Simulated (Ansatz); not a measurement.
## Starting-point dependence of the GW gap of WS2 (Tungstenite)

Aim: G0W0 for WS2 (Tungstenite) on several starting functionals, at one mesh, band count and screening cutoff.

Method: G0W0 on several functionals, plane waves, PAW, in Ansatz 0.2.0.

The database entry behind the starting cell differs from later determinations by our own check (an axis about 1.4 % long against later determinations), so it need not match the best structure at ambient conditions.

In doubt: masses and optical values from hybrid runs of this build are listed as unsure (step 4), which bears on the screening that GW takes from such a start.

## 1. The structure

The structure is hexagonal, space group P6_3/mmc (No. 194). The conventional cell has a = 3.180 Å, b = 3.180 Å, c = 12.500 Å, α = 90.00°, β = 90.00°, γ = 120.00°. Nearest to W lie 6 S at 2.41 Å. Nearest to S lie 3 W at 2.41 Å. Farther neighbours and most contacts between anions are not listed.

The cell and positions come from the Crystallography Open Database and are kept as given unless a step says otherwise. Spin-orbit coupling is left out unless a step names it. The default PAW set here is soft_2. Its files were made with PBE.

## 2. G0W0 on PBE

G0W0 replaces the xc potential by the self-energy, built once from these orbitals. Only a window of levels is corrected, while the sums run over the empty bands that the input names.

This step: G0W0 on PBE, plane waves, PAW.

input.yaml

```yaml
crystal:
  lattice:
    - [3.18, 0.0, 0.0]
    - [-1.59, 2.753960784, 0.0]
    - [0.0, 0.0, 12.5]
  atoms:
    - { symbol: W, position: [0.3333333333, 0.6666666667, 0.25] }
    - { symbol: W, position: [0.6666666667, 0.3333333333, 0.75] }
    - { symbol: S, position: [0.3333333333, 0.6666666667, 0.625] }
    - { symbol: S, position: [0.6666666667, 0.3333333333, 0.125] }
    - { symbol: S, position: [0.3333333333, 0.6666666667, 0.875] }
    - { symbol: S, position: [0.6666666667, 0.3333333333, 0.375] }
kpoints:
  mp_grid: { grid: [6, 6, 2] }
hamiltonian:
  xc: pbe
scf:
  occupations: { method: fixed }
gw:
  n_empty_bands: 703
  ecut_chi: 200.0
  qp_bands: [v2, c2]
  qp_kpoints: band_edges
  screening: { model: contour_deformation }
```

The run is started by

```
$ ansatz run input.yaml --threads 3 --pin off --max-ram 64512MiB --backend cuda --events-out ev --progress --plain --runs-dir out --devices 1 --max-vram 24GiB  # rebuilt from the run's record
```

Numbers of over 12 decimals in the logs are rounded to 6 here.

The program printed:

```text
GPUs: using 1 of 1 available (devices: 1).
Engine: ansatz 0.2.0, x86_64-unknown-linux-gnu
Pseudopotentials: kind: paw
Pseudopotential: W, paw, valence charge 14, recommended cutoff 420 eV (normal), W.paw.azcp
Pseudopotential: S, paw, valence charge 6, recommended cutoff 420 eV (normal), S.paw.azcp
Functional definition: PBE
  parameter kappa = 0.804
  parameter beta = 0.066725
  exchange = pbe_x(kappa = kappa, mu = beta*pi^2/3)
  correlation = pbe_c(beta = beta)
device memory: the entry about to start is reckoned to put 1.1 GiB on a device that reports 78.5 GiB free (of which the cap on the GPU budget leaves the run 24.0 GiB)
GPU FFT provider: cuFFT
GPU libraries: cuBLAS 13.8.2, cuFFT 12.4.0, cuSOLVER 12.3.4
Crystal: 6 atoms, lattice volume = 109.470 Å³
Basis set: ecut = 420 eV, 2129 PW (Γ)
Bands: 32, of which v1, the nominal top of the filled ones, is band 26 counted from 1 (25 counted from 0)
Symmetry: 24 space group operations
Space group: P63/mmc (ITA 194), of the structure as read, at distance tolerance 4.8e-5 Å
k-points: 14 of 72
Non-local potential: W, projectors of the file, l = 0: 3, l = 1: 2, l = 2: 2, l = 3: 1
Non-local potential: S, projectors of the file, l = 0: 2, l = 1: 2, l = 2: 2
PAW form: soft (Blöchl's): semilocal exchange-correlation on the pseudo side does not see the compensation charge
PAW one-centre angular grid: W, 590 points (default); XC on 64 Gauss nodes
PAW one-centre angular grid: S, 110 points (default); XC on 64 Gauss nodes
Initial density: superposition of atomic densities (neutral atoms: chi_scale 0, normalization atom), corrected by the library's trained network
Initial wavefunctions: pseudopotential atomic-orbital guess
GPU buffer pool allocated for 51840 grid points (all kernels)
GPU transforms: local potential and band sums: pruned to the plane-wave sphere, on 24×24×90
Functional: x = pbe(κ = 0.804, μ = 0.219515), c = pbe(β = 0.066725)
SCF iter   1: F=—  HF=-24382.787099 eV  |F-HF|=—  |Δ(HF+E_count)|=         —  Δρ=5.12e-3  dr2=1.66e-2  ethr=1.77e-3  ⟨swp⟩=5.0  Hψ=1822  notcnv=0  defer=33
preconditioner: auto → Resta (q_TF=auto, 2.410 Å⁻¹)  ε∞=7.5  [insulator: Δε(μ)=1.041 eV  Ē_g=8.375 eV  n_scr=26 (ndim 8)  ℏωp=21.3 eV  f_vac=0.025  ε∞_Penn≈7.5]
SCF iter   2: F=—  HF=-24382.791492 eV  |F-HF|=—  |Δ(HF+E_count)|=   4.39e-3  Δρ=2.73e-3  dr2=2.14e-3  ethr=3.19e-5  ⟨swp⟩=2.1  Hψ=754  notcnv=0  defer=54
SCF iter   3: F=—  HF=-24382.795206 eV  |F-HF|=—  |Δ(HF+E_count)|=   3.71e-3  Δρ=1.19e-3  dr2=4.51e-4  ethr=4.11e-6  ⟨swp⟩=2.1  Hψ=674  notcnv=0  defer=54
SCF iter   4: F=—  HF=-24382.796136 eV  |F-HF|=—  |Δ(HF+E_count)|=   9.30e-4  Δρ=6.56e-5  dr2=5.11e-6  ethr=8.68e-7  ⟨swp⟩=2.0  Hψ=711  notcnv=0  defer=54
SCF iter   5: F=—  HF=-24382.796141 eV  |F-HF|=—  |Δ(HF+E_count)|=   4.87e-6  Δρ=1.33e-5  dr2=1.99e-7  ethr=9.83e-9  ⟨swp⟩=2.0  Hψ=748  notcnv=0  defer=8
SCF iter   6: F=-24382.796141 eV  HF=-24382.796141 eV  |F-HF|=1.17e-8  |Δ(HF+E_count)|=   6.12e-8  Δρ=4.36e-6  dr2=2.76e-8  ethr=1.92e-10  ⟨swp⟩=5.3  Hψ=1391  notcnv=0
SCF 1 converged in 6 iterations: F = -24382.796141 eV  dr2 = 2.76e-8
  greatest PAW one-centre occupation: 1.000 electrons in one spin orbital (limit 2), on the W atom at site 1 (counted from 0), in its partial waves of l = 0
device memory: the entry about to start is reckoned to put 1.2 GiB (of the 1.3 GiB reckoned in all, the device holds 0.1 GiB already) on a device that reports 74.5 GiB free (of which the cap on the GPU budget leaves the run 23.9 GiB)
NSCF: frozen V_eff on 14 k-points, pencils in batches of 32, up to order 128
the band table was solved once the SCF had ended and its energy, with any forces and stress, was formed, with the checks that follow a solve (1825 applications of the Hamiltonian). They found nothing against the state; the energy, forces and stress were not computed again (output.eigenvalues in the input reference)
device memory: the entry about to start is reckoned to put 5.2 GiB on a device that reports 71.1 GiB free (of which the cap on the GPU budget leaves the run 24.0 GiB)
NSCF: frozen V_eff on 14 k-points
G₀W₀ screening: q 1/14
[... further progress lines ...]
SCF converged after 6 iterations
Free energy (F): -24382.796141 eV
Harris-Foulkes:  -24382.796141 eV  (|F-HF|=1.17e-8)
Internal energy: -24382.796141 eV  (E = F + TS)
E sigma→0 (E₀):  -24382.796141 eV
Fermi energy:    11.265030 eV
--- Per-component energies (eV) ---
  E_band       = -395.988630
  E_kinetic    = 1332.635153
  E_local      = -3640.499129  (includes V_loc(G=0)·N_el)
  E_nonlocal   = 114.712486
  E_hartree    = 1448.762133
  E_xc         = -924.384668
  E_vxc        = -830.176343  (∫ρ·V_xc dr)
  E_paw        = -19526.258880  (= ΣΔE_a)
  E_vpaw       = -270.187352  (= ΣTr[D̂ρ^β])
  E_aug_tail   = -0.000119  (compensation charges beyond the density's cutoff)
  E_ewald      = -3187.763116
  E_smearing   = -0.000000  (= −TS)
  E_closure    = 0.000000  (closes the sum)
  Σ components = -24382.796141   (vs F -24382.796141, Δ=0.00e0)
--- Band table (eV; the first three rows and the last of 14) ---
  k-point 0: bands = [... 22 lower, 8.9990, 9.6943, 10.1732, 11.2650, 13.5108, 13.5108, 13.5186, 13.5186, ... 2 higher]
  k-point 1: bands = [... 22 lower, 8.9778, 8.9778, 10.9613, 10.9613, 13.5077, 13.5077, 13.5077, 13.5077, ... 2 higher]
  k-point 2: bands = [... 22 lower, 8.9492, 9.7774, 10.0915, 10.4572, 12.8394, 13.2618, 13.3693, 13.4536, ... 2 higher]
  k-point 13: bands = [... 22 lower, 8.2312, 8.2312, 10.6075, 10.6075, 12.4366, 12.4366, 13.9183, 13.9183, ... 2 higher]
--- G₀W₀: contour deformation, 7 samples at zero and on the imaginary axis and 1 off it, 72 q-points, 703 empty bands' worth ---
  eigenvalues of the whole cell's RPA ε∞ on this k-mesh (on a slab, of 1 + 4πα/V) = 5.4053, 13.9503, 13.9503; static W/v taken at q = 0 is 0.073092
  bands read: the sum over 729 bands ends inside a degenerate multiplet in 7 slots, whose members it reads at an even weight; the widest, k=1: bands 729 to 730 (counted from 1) at 1/2 each
  gw.qp_kpoints: band_edges: 10 of 14 stored k-points solved, in 1 pass; an edge of the gap read off the rows below is read off those points alone
    valence top: of the k-points left out ik 6 came nearest to being solved in a further pass, in band 26 (counted from 1, as in the quasiparticle table): it holds the edge there only if its correction is more favourable than any solved in that band by at least 1.504 eV; those differ by 0.050 eV
    conduction bottom: of the k-points left out ik 4 came nearest to being solved in a further pass, in band 27 (counted from 1, as in the quasiparticle table): it holds the edge there only if its correction is more favourable than any solved in that band by at least 0.638 eV; those differ by 0.142 eV
    ik  band        ε_KS         Σx   Σc(E_QP)       V_xc       Z   E_QP_lin       E_QP  E_QP is
     0    25     10.1732   -18.1777     0.8097   -16.9538  0.7475     9.7560     9.7590  root
     0    26     11.2650   -19.4389     0.3075   -18.7641  0.7514    10.8964    10.8978  root
     0    27     13.5108   -13.7160    -4.4555   -18.3592  0.7544    13.6990    13.6984  root
     0    28     13.5108   -13.7160    -4.4555   -18.3592  0.7544    13.6990    13.6984  root
     1    25     10.9613   -19.1266     0.5571   -18.1682  0.7519    10.5581    10.5600  root
     1    26     10.9613   -19.1266     0.5571   -18.1682  0.7519    10.5581    10.5600  root
     1    27     13.5077   -13.6700    -4.4440   -18.2965  0.7541    13.6907    13.6901  root
     1    28     13.5077   -13.6700    -4.4440   -18.2965  0.7541    13.6907    13.6901  root
     2    25     10.0915   -18.8161     0.9120   -17.5025  0.7462     9.6871     9.6899  root
     2    26     10.4572   -19.1470     0.7225   -18.0356  0.7496    10.0661    10.0683  root
     2    27     12.8394   -13.1925    -4.1225   -17.3746  0.7557    12.8990    12.8990  root
     2    28     13.2618   -14.0692    -4.2053   -18.3794  0.7457    13.3668    13.3665  root
     3    25     10.3907   -19.1675     0.8299   -17.9335  0.7492     9.9841     9.9866  root
     3    26     10.3907   -19.1675     0.8299   -17.9335  0.7492     9.9841     9.9866  root
     3    27     13.1039   -13.5763    -4.2584   -17.9252  0.7527    13.1945    13.1943  root
     3    28     13.1039   -13.5763    -4.2584   -17.9252  0.7527    13.1945    13.1943  root
     8    25      9.7392   -19.4646     1.1100   -17.9520  0.7433     9.3335     9.3367  root
     8    26      9.7747   -19.5100     1.0854   -18.0318  0.7428     9.3788     9.3818  root
     8    27     12.3123   -12.9251    -3.9186   -16.8894  0.7630    12.3580    12.3580  root
     8    28     13.0540   -14.1664    -4.3598   -18.6512  0.7491    13.1793    13.1791  root
     9    25      9.7611   -19.4943     1.0957   -18.0005  0.7432     9.3599     9.3631  root
     9    26      9.7611   -19.4943     1.0957   -18.0005  0.7432     9.3599     9.3631  root
     9    27     12.6634   -13.4760    -4.1092   -17.6688  0.7585    12.7471    12.7469  root
     9    28     12.6634   -13.4760    -4.1092   -17.6688  0.7585    12.7471    12.7469  root
[...]
12    25     10.5317   -18.7023     0.4084   -17.9114  0.7551    10.1475    10.1493  root
    12    26     10.6990   -19.1380     0.3281   -18.4434  0.7548    10.3309    10.3325  root
    12    27     12.4363   -15.7041    -4.0139   -19.8261  0.7523    12.5445    12.5443  root
    12    28     12.4363   -15.7041    -4.0139   -19.8261  0.7523    12.5445    12.5443  root
    13    25     10.6075   -18.8759     0.3664   -18.1348  0.7551    10.2311    10.2328  root
    13    26     10.6075   -18.8759     0.3664   -18.1348  0.7551    10.2311    10.2328  root
    13    27     12.4366   -15.7105    -4.0139   -19.8326  0.7522    12.5449    12.5447  root
    13    28     12.4366   -15.7105    -4.0139   -19.8326  0.7522    12.5449    12.5447  root
```

It took 40 s on 1 × NVIDIA H100 80GB HBM3 (shared by 3 runs) with 3 threads of AMD EPYC 7R13 (Zen 3), shared host; peak memory 2.6 GiB.

Numbers from this step:

```
bands summed                                 : 729
RPA ε∞ on this mesh (eigenvalues)            : 5.405, 13.95, 13.95
plane waves in the screening matrix          : 713
q-points in the mesh                         : 72
G0W0 gap on the mesh                         : 1.460 eV
k of the valence top                         : 0, 0, 0
k of the conduction bottom                   : 0.1667, 0.1667, 0
starting gap on the mesh                     : 1.047 eV
Z at the valence top                         : 0.7514
Z at the conduction bottom                   : 0.7630
least direct G0W0 gap on the computed points : 2.212 eV
```

The gap on the mesh goes from 1.05 eV to 1.46 eV, a correction of +0.41 eV. Between the two edge states, bare exchange in place of the xc potential would open the gap by 4.64 eV, and correlation takes back 4.23 eV.

## 3. G0W0 on r2SCAN

The same correction from a different start measures what one shot leaves open.

This step: G0W0 on r2SCAN, plane waves, PAW.

input.yaml, as its differences from that of step 2:

```diff
@@ -15,3 +15,3 @@
 hamiltonian:
-  xc: pbe
+  xc: r2scan
 scf:
```

The program printed:

```text
GPUs: using 1 of 1 available (devices: 1).
[...]
GPU FFT provider: cuFFT
GPU libraries: cuBLAS 13.8.2, cuFFT 12.4.0, cuSOLVER 12.3.4
Crystal: 6 atoms, lattice volume = 109.470 Å³
Basis set: ecut = 500 eV, 2775 PW (Γ), exchange–correlation on 96×96×384 points (64 copies of the dense FFT grid, shifted against one another)
Bands: 32, of which v1, the nominal top of the filled ones, is band 26 counted from 1 (25 counted from 0)
[... 1 set-up line as in the run before ...]
[...]
k-points: 14 of 72
[...]
GPU buffer pool allocated for 55296 grid points (all kernels)
[...]
SCF iter   1: F=—  HF=-24423.137072 eV  |F-HF|=—  |Δ(HF+E_count)|=         —  Δρ=7.83e-3  dr2=4.30e-2  dr2_τ=1.63e-1  ethr=1.77e-3  ⟨swp⟩=4.1  Hψ=1846  notcnv=0  defer=43
[...]
SCF iter   7: F=-24423.281796 eV  HF=-24423.281796 eV  |F-HF|=7.06e-9  |Δ(HF+E_count)|=   1.45e-7  Δρ=2.40e-6  dr2=4.36e-9  dr2_τ=6.67e-10  ethr=1.92e-10  ⟨swp⟩=7.0  Hψ=1628  notcnv=0
SCF 1 converged in 7 iterations: F = -24423.281796 eV  dr2 = 4.36e-9
[...]
NSCF: frozen V_eff on 14 k-points, pencils in batches of 32, up to order 128
[...]
NSCF: frozen V_eff on 14 k-points
G₀W₀ screening: q 1/14
[... further progress lines ...]
SCF converged after 7 iterations
Free energy (F): -24423.281796 eV
[...]
Internal energy: -24423.281796 eV  (E = F + TS)
E sigma→0 (E₀):  -24423.281796 eV
Fermi energy:    11.139004 eV
[...]
--- Band table (eV; the first three rows and the last of 14) ---
  k-point 0: bands = [... 22 lower, 8.7237, 9.4351, 10.0121, 11.1390, 13.5356, 13.5356, 13.5443, 13.5443, ... 2 higher]
  k-point 1: bands = [... 22 lower, 8.7014, 8.7014, 10.8137, 10.8137, 13.5312, 13.5312, 13.5312, 13.5312, ... 2 higher]
  k-point 2: bands = [... 22 lower, 8.6787, 9.5309, 9.9162, 10.3029, 12.8452, 13.2480, 13.4372, 13.4466, ... 2 higher]
  k-point 13: bands = [... 22 lower, 7.9242, 7.9242, 10.4352, 10.4352, 12.3877, 12.3877, 13.9479, 13.9479, ... 2 higher]
[...]
0    25     10.0121   -18.3648     0.8048   -17.2873  0.7549     9.7382     9.7394  root
     0    26     11.1390   -19.5954     0.3251   -19.0188  0.7588    10.8870    10.8876  root
     0    27     13.5356   -13.7856    -4.4345   -18.4545  0.7623    13.7708    13.7700  root
     0    28     13.5356   -13.7856    -4.4345   -18.4545  0.7623    13.7708    13.7700  root
     1    25     10.8137   -19.2615     0.5645   -18.4256  0.7595    10.5415    10.5424  root
     1    26     10.8137   -19.2615     0.5645   -18.4256  0.7595    10.5415    10.5424  root
     1    27     13.5312   -13.7450    -4.4178   -18.3912  0.7618    13.7605    13.7597  root
     1    28     13.5312   -13.7450    -4.4178   -18.3912  0.7618    13.7605    13.7597  root
[...]
13    25     10.4352   -18.9884     0.3559   -18.3924  0.7626    10.1945    10.1951  root
    13    26     10.4352   -18.9884     0.3559   -18.3924  0.7626    10.1945    10.1951  root
    13    27     12.3877   -15.9338    -3.9717   -20.0992  0.7586    12.5819    12.5814  root
    13    28     12.3877   -15.9338    -3.9717   -20.0992  0.7586    12.5819    12.5814  root
```

It took 28 s on 1 × NVIDIA H100 80GB HBM3 (shared by 3 runs) with 3 threads; peak memory 2.9 GiB; 50 s of CPU time.

Numbers from this step:

```
bands summed                                 : 729
RPA ε∞ on this mesh (eigenvalues)            : 5.061, 12.89, 12.89
plane waves in the screening matrix          : 713
q-points in the mesh                         : 72
G0W0 gap on the mesh                         : 1.530 eV
k of the valence top                         : 0, 0, 0
k of the conduction bottom                   : 0.1667, 0.1667, 0
starting gap on the mesh                     : 1.155 eV
Z at the valence top                         : 0.7588
Z at the conduction bottom                   : 0.7698
least direct G0W0 gap on the computed points : 2.287 eV
```

Against the run with 6×6×2 mesh, 703 empty bands, screening to 200 eV on PBE, the gap moves by +0.07 eV, while the start moved by +0.11 eV.

## 4. G0W0 on HSE06

This step: G0W0 on HSE06, plane waves, PAW.

input.yaml, as its differences from that of step 3:

```diff
@@ -15,3 +15,3 @@
 hamiltonian:
-  xc: r2scan
+  xc: hse06
 scf:
```

The program printed:

```text
GPUs: using 1 of 1 available (devices: 1).
[...]
davidson cushion auto → on  (no smearing: the cushion is to keep the highest requested band from converging to the state above it; pin scf.eigensolver.cushion to override)
[...]
GPU FFT provider: cuFFT
GPU libraries: cuBLAS 13.8.2, cuFFT 12.4.0, cuSOLVER 12.3.4
Crystal: 6 atoms, lattice volume = 109.470 Å³
Basis set: ecut = 420 eV, 2129 PW (Γ)
[...]
1    27     13.8710   -13.5141    -4.3500   -17.8127  0.7788    13.8197    13.8196  root
     1    28     13.8710   -13.5141    -4.3500   -17.8127  0.7788    13.8197    13.8196  root
[...]
13    25     10.2498   -18.7532     0.3061   -18.2691  0.7805    10.0715    10.0718  root
    13    26     10.2498   -18.7532     0.3061   -18.2691  0.7805    10.0715    10.0718  root
    13    27     12.5649   -15.5678    -3.8920   -19.4483  0.7773    12.5534    12.5534  root
    13    28     12.5649   -15.5678    -3.8920   -19.4483  0.7773    12.5534    12.5534  root
[key lines of the parts left out:]
Free energy (F): -24386.871162 eV
Fermi energy:    10.936866 eV
```

Wall time 2.1 min (1 × NVIDIA H100 80GB HBM3 (shared by 3 runs) with 3 threads); peak memory 3.1 GiB; 2.7 min of CPU time.

This step gave:

```
bands summed                                 : 729
RPA ε∞ on this mesh (eigenvalues)            : 4.600, 11.12, 11.12
plane waves in the screening matrix          : 713
G0W0 gap on the mesh                         : 1.669 eV
k of the valence top                         : 0, 0, 0
k of the conduction bottom                   : 0.1667, 0.1667, 0
starting gap on the mesh                     : 1.578 eV
least direct G0W0 gap on the computed points : 2.382 eV
```

Against the run with 6×6×2 mesh, 703 empty bands, screening to 200 eV on r2SCAN, the gap moves by +0.14 eV, while the start moved by +0.42 eV.

## 5. Side by side

All on the 6×6×2 mesh with 703 empty bands and screening to 200 eV. Times are wall times on 1 × NVIDIA H100 80GB HBM3 (shared by 3 runs) with 3 threads of AMD EPYC 7R13 (Zen 3), shared host, good to a factor of about two.

```tsv
start	starting gap (eV)	shift (eV)	G0W0 gap (eV)	RPA ε∞ (harmonic mean)	Z (valence, conduction)	time
PBE	1.05	+0.41	1.46	9.14	0.75, 0.76	40 s
r2SCAN	1.15	+0.38	1.53	8.50	0.76, 0.77	28 s
HSE06	1.58	+0.09	1.67	7.55	0.78, 0.79	2.1 min
```

How the two edges are built up, in eV (the quasiparticle level is the starting level plus Σx plus Σc less Vxc):

```tsv
run	edge	start	Σx	Σc	Vxc	Z	QP
PBE	valence top	11.27	-19.44	0.31	-18.76	0.75	10.90
PBE	conduction bottom	12.31	-12.93	-3.92	-16.89	0.76	12.36
r2SCAN	valence top	11.14	-19.60	0.33	-19.02	0.76	10.89
r2SCAN	conduction bottom	12.29	-13.06	-3.91	-17.09	0.77	12.42
HSE06	valence top	10.94	-19.46	0.34	-18.94	0.78	10.75
HSE06	conduction bottom	12.51	-12.72	-3.85	-16.49	0.79	12.42
```

For a hybrid start, Vxc holds its share of exact exchange.

## 6. Results

```
G0W0@PBE     : 1.46 eV (start 1.05 eV)
G0W0@r2SCAN  : 1.53 eV (start 1.15 eV)
G0W0@HSE06   : 1.67 eV (start 1.58 eV)
known limits : not at the basis limit; no spin-orbit coupling
```

**Reading.** The starting gaps span 0.53 eV and the G0W0 gaps 0.21 eV. Between PBE and HSE06, 0.21 eV of the 0.53 eV survives, 39 %. HSE06 screens less than PBE (ε∞ 7.55 against 9.14). Of the 0.21 eV by which its G0W0 gap is higher, the correlation part gives +0.03 eV, and exchange with the one-particle terms, which follow the orbitals, +0.17 eV. The smallest correction, +0.09 eV, is on HSE06, the start nearest to reproducing itself. Bands and cutoff are finite, so the gap is not at the basis limit. The miss can reach some tenths of an eV and take either sign; the mesh is an error of its own. The many-body steps are scalar-relativistic: spin-orbit coupling is not in them.

[Paths, hosts, dates, memory and timing lines, banners, echoed tables and standing remarks are left out of the program output.]

[Logs are printed without paths, hosts, clocks, repeated set-up lines and the standing remarks that a program may print on its own settings, such as how far it seeks lower states.]

[Runs of the session that timed out or met a known fault of the program may be left out.]

[Cells called generated may have been cut or substituted from an entry of the Crystallography Open Database or the Materials Project.]

[Hosts, paths, dates, database ids (printed as entryN), source tags and the programs' standing remarks are cut or masked in the printed files.]
